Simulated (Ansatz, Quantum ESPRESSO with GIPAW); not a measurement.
# From a field gradient to a quadrupolar line: 25Mg in SrMgF4

A plane-wave PAW calculation (PBEsol, Ansatz) gives this electric field gradient, in 10²¹ V/m² and Cartesian axes, at one Mg site of SrMgF4 (atom 3; MgF6; site symmetry m2m):

```
      0.8156        0.0000        0.0000
      0.0000       -0.3784        0.0000
      0.0000        0.0000       -0.4372
```

25Mg has spin 5/2, Q = 0.1994 barn and |γ|/2π = 2.6083 MHz/T. The cell is the Cmcm form of a database entry, atoms relaxed, static and at 0 K. The PAW files were made for PBE.

**Task.** Find C_Q, η_Q and ν_Q, and the shift and width of the central transition under fast MAS at 11.7 T and 14.1 T.

1. The tensor is symmetric and traceless. Its eigenvalues, ordered by size, are V_xx = -0.3784, V_yy = -0.4372 and V_zz = 0.8156.

2. η_Q = (V_xx − V_yy)/V_zz = 0.072.

3. C_Q = eQV_zz/h. One unit of 10²¹ V/m² with one barn gives 24.18 MHz, so C_Q = 24.18 × 0.1994 × 0.8156 = 3.932 MHz. A spectrum shows its size, not its sign.

4. ν_Q = 3C_Q/[2I(2I−1)] = 0.590 MHz in size, and P_Q = |C_Q|√(1 + η²/3) = 3.936 MHz.

5. The resonances lie at ν0 = 30.52 and 36.78 MHz, so ν_Q/ν0 is 0.019 at most and second order holds. The centre of gravity moves by δ_Q = −(3/40)(P_Q/ν0)² F × 10⁶ ppm, with F = [I(I+1) − 3/4]/[I²(2I−1)²] = 0.08: -99.8 ppm at 11.7 T and -68.7 ppm at 14.1 T.

6. Summing the second-order term over orientations gives a full width of 219 ppm (6.7 kHz) and 151 ppm (5.5 kHz). In ppm both fall as 1/B²: (11.7/14.1)² = 0.689. The spinning rate must pass the static width for this shape to show cleanly.

[Banner, clock, file and message-heading lines were taken out of the pw.x and gipaw.x logs.]

[Logs are printed without paths, hosts, clocks, repeated set-up lines and the standing remarks that a program may print on its own settings, such as how far it seeks lower states.]

[Hosts, paths, dates, database ids (printed as entryN), source tags and the programs' standing remarks are cut or masked in the printed files.]
